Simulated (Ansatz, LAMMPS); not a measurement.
# Structural relaxation of amorphous 79SiO2-21Al2O3 (mol %) (96 atoms), part 3 of 3

Aim: bring amorphous 79SiO2-21Al2O3 (mol %) (96 atoms) to a nearby minimum of the energy and see what moves.

Ansatz 0.2.0; Kohn-Sham DFT, PBE, PAW (set soft_2), plane waves.

The cell: 22 Si, 12 Al and 62 O. The quench rate of 50 K/ps is many orders above laboratory rates. The starting topology of bonds comes from the classical model. Only the Γ point is sampled in the main run, in a cell whose shortest periodic width is 11 Å.

So far. Step 7 (K-mesh 2×2×2): Forces differ from those of the single point at the relaxed geometry by 3.5 meV/Å r.m.s.; the energy by -0.82 meV/atom and the gap by -0.014 eV. It took 59 s and 9 cycles; the reference's time can't be set against it, since the two runs asked for unlike analyses. Step 8 (Functional HSE06): Forces differ from those of the single point at the relaxed geometry by 179 meV/Å r.m.s.; the pressure by -5.0 GPa and the gap by +1.8 eV.

**8. Functional HSE06 (continued)**

Length of the force by element and coordination:

| element | coordination | atoms | mean length of the force (eV/Å) | spread | least | most |
| --- | --- | --- | --- | --- | --- | --- |
| Al | all | 12 | 0.121 | 0.0374 | 0.0593 | 0.174 |
| Al | 4 | 10 | 0.116 | 0.0383 | 0.0593 | 0.174 |
| Al | 5 | 2 | 0.148 | 0.0149 | 0.133 | 0.163 |
| O | all | 62 | 0.359 | 0.123 | 0.115 | 0.598 |
| O | 2 | 48 | 0.381 | 0.112 | 0.115 | 0.598 |
| O | 3 | 14 | 0.281 | 0.127 | 0.125 | 0.471 |
| Si | all | 22 | 0.0774 | 0.0292 | 0.0172 | 0.143 |

Löwdin charges by element and coordination (they lack the spilled electrons, 0.064 e an atom on average):

| element | coordination | atoms | mean charge (e) | spread | least | most |
| --- | --- | --- | --- | --- | --- | --- |
| Al | all | 12 | 1.46 | 0.0309 | 1.39 | 1.50 |
| Al | 4 | 10 | 1.47 | 0.0227 | 1.43 | 1.50 |
| Al | 5 | 2 | 1.41 | 0.0221 | 1.39 | 1.44 |
| O | all | 62 | -0.832 | 0.0353 | -0.947 | -0.776 |
| O | 2 | 48 | -0.834 | 0.0362 | -0.947 | -0.776 |
| O | 3 | 14 | -0.823 | 0.0303 | -0.904 | -0.780 |
| Si | all | 22 | 1.83 | 0.0156 | 1.80 | 1.85 |

Density of states as counts of states in windows of 1 eV (from the Fermi level), total and the larger projections:

| from (eV) | to (eV) | total | O p | Si p |
| --- | --- | --- | --- | --- |
| -18 | -13 | 0.0 | 0.0 | 0.0 |
| -13 | -12 | 9.3 | 6.2 | 0.3 |
| -12 | -11 | 15.8 | 10.9 | 0.9 |
| -11 | -10 | 15.2 | 11.0 | 1.1 |
| -10 | -9 | 28.4 | 21.6 | 3.7 |
| -9 | -8 | 39.3 | 31.0 | 4.9 |
| -8 | -7 | 39.7 | 32.7 | 3.3 |
| -7 | -6 | 49.1 | 43.4 | 2.1 |
| -6 | -5 | 62.8 | 58.1 | 1.7 |
| -5 | -4 | 71.0 | 67.4 | 1.1 |
| -4 | -3 | 36.5 | 35.0 | 0.3 |
| -3 | -2 | 4.8 | 4.6 | 0.0 |
| -2 | 2 | 0.0 | 0.0 | 0.0 |
| 2 | 3 | 2.0 | 0.0 | 0.0 |
| 3 | 4 | 0.0 | 0.0 | 0.0 |
| 4 | 5 | 8.4 | 0.8 | 1.0 |

Between -25 and -18 eV lie 124 more states.

The levels nearest the highest filled one (over half full), pooled over k-points and spins:

| level less the highest filled one (eV) | occupation |
| --- | --- |
| -0.496 | 2 |
| -0.435 | 2 |
| -0.397 | 2 |
| -0.189 | 2 |
| -0.0654 | 2 |
| 0 | 2 |
| 5.66 | 0 |
| 7.10 | 0 |
| 7.26 | 0 |
| 7.48 | 0 |
| 7.76 | 0 |
| 7.85 | 0 |

**9. Functional r2SCAN (500 eV)**

The meta-GGA r2SCAN uses the kinetic energy density as well as the density and its gradient. Besides, the cutoff goes from 420 to 500 eV.

This step: Kohn-Sham DFT, r2SCAN, PAW (set soft_2), plane waves (Ansatz 0.2.0).

Contents of input.yaml:

```yaml
crystal:
  lattice:
    - [10.74298, -0.09621, 0.13213]
    - [-0.09621, 10.91861, -0.13751]
    - [0.13213, -0.13751, 10.9622]
  atoms:
    [... the 96 atom lines of step 6 ...]
kpoints:
  mp_grid: { grid: [1, 1, 1] }
hamiltonian:
  xc: r2scan
scf:
  occupations: { method: fermi_dirac, width: 0.025 }
output:
  forces: true
  stress: true
  populations: true
  dos:
    method: { smearing: { sigma: 0.08 } }
    de: 0.05
    projected: { site_lists: { Al: [Al], O: [O], Si: [Si] } }
  eigenvalues: true
```

Started as:

```sh
> ansatz run input.yaml --threads 4 --pin off --max-ram 8192MiB --backend cpu --events-out ev --progress --plain --runs-dir out
```

It took 18 s on 4 threads of AMD EPYC 9B45 (Zen 5), shared host; peak memory 3.3 GiB.

Geometry and reference: those of the single point at the relaxed geometry.

Forces differ from those of the single point at the relaxed geometry by 146 meV/Å r.m.s.; the pressure by -4.9 GPa and the gap by +0.64 eV. It took 18 s and 9 cycles; the reference's time can't be set against it, since the two runs asked for unlike analyses.

**10. Functional PBEsol**

PBEsol restores the gradient expansion of exchange for slowly varying densities and usually gives shorter bonds in solids than PBE.

This step: Kohn-Sham DFT, PBEsol, PAW (set soft_2), plane waves (Ansatz 0.2.0).

input.yaml: that of step 9 with these lines changed.

```diff
@@ -10,3 +10,3 @@
 hamiltonian:
-  xc: r2scan
+  xc: pbesol
 scf:
```

The job ended after 6.8 s (4 threads; peak memory 1.6 GiB; 24 s of CPU time).

Geometry and reference: those of the single point at the relaxed geometry.

Forces differ from those of the single point at the relaxed geometry by 52 meV/Å r.m.s.; the pressure by -2.7 GPa and the gap by -0.073 eV.

**11. What each setting buys**

Each row is set against the single point at the relaxed geometry (Kohn-Sham DFT, PBE, PAW (set soft_2), plane waves; r.m.s. force component 0.00663 eV/Å). Energies are set beside the reference only for runs with its functional, potentials and electron count. Times are for 4 threads of AMD EPYC 9B45 (Zen 5), shared host. The reference's time includes grids, which some other runs skip.

| run | Δ force, r.m.s. (meV/Å) | Δ energy (meV/atom) | Δ pressure (GPa) | Δ gap (eV) | cycles | time | host memory (GiB) |
| --- | --- | --- | --- | --- | --- | --- | --- |
| reference | - | - | - | - | 9 | 7.4 s | 1.6 |
| k-mesh 2×2×2 | 3.53 | -0.819 | 0.0132 | -0.0144 | 9 | 59 s | 5.7 |
| functional HSE06 | 179 | - | -4.97 | 1.76 | 16 | 92 s | 3.8 |
| functional r2SCAN (500 eV) | 146 | - | -4.88 | 0.643 | 9 | 18 s | 3.3 |
| functional PBEsol | 51.7 | - | -2.72 | -0.0727 | 10 | 6.8 s | 1.6 |

**12. What came out**

- energy change in the relaxation: -38.44 meV/atom
- r.m.s. displacement: 0.228 Å
- largest displacement: 0.605 Å
- free energy per atom: -580.4864 eV/atom
- pressure: -0.006447 GPa
- r.m.s. force component: 0.00663 eV/Å
- gap (highest filled to lowest empty level): 3.907 eV
- wall time of the 7 DFT runs: 4.1 min

Relaxation lowers the energy by 38.4 meV/atom and moves atoms by 0.23 Å r.m.s.; the r.m.s. force component goes from 0.64 to 0.0066 eV/Å. Displacements are taken in the final cell, so they leave out its strain. By the final cutoffs 0 of 135 bonded pairs parted and 3 joined. The cell shrank by 3.4 % in volume. From the first step to the last the energy fell by 3.690 eV, across changes of basis, and the largest move was 0.61 Å (Al28). The O-Al bonds change most in mean length: from 1.780 Å (spread 0.111) to 1.811 Å (spread 0.119), and their number from 47 to 50. With the cutoffs above, 83 % of Al atoms have 4, 77 % of O atoms have 2 and all Si atoms have 4 bonded neighbours. 77 % of the oxygens bridge two formers (Si and Al) and 0 % are non-bridging; 23 % join three. The highest filled and lowest empty levels differ by 3.91 eV (at Γ alone); a semilocal functional tends to put such gaps too low. In a disordered cell it changes from sample to sample, and tail or defect levels can set it.

Among the changes of functional, dispersion, potentials or spin, functional HSE06 moves the forces most, by 179 meV/Å r.m.s. The gap changes by +1.76 eV with HSE06.

Caveats: The network of bonds at the start is that of the classical potential that made the cell; in DFT 0 of its 135 bonded pairs passed out of the cutoffs and 3 came within them.

[Logs are printed without paths, hosts, clocks, repeated set-up lines and the standing remarks that a program may print on its own settings, such as how far it seeks lower states.]

[Hosts, paths, dates, database ids (printed as entryN), source tags and the programs' standing remarks are cut or masked in the printed files.]
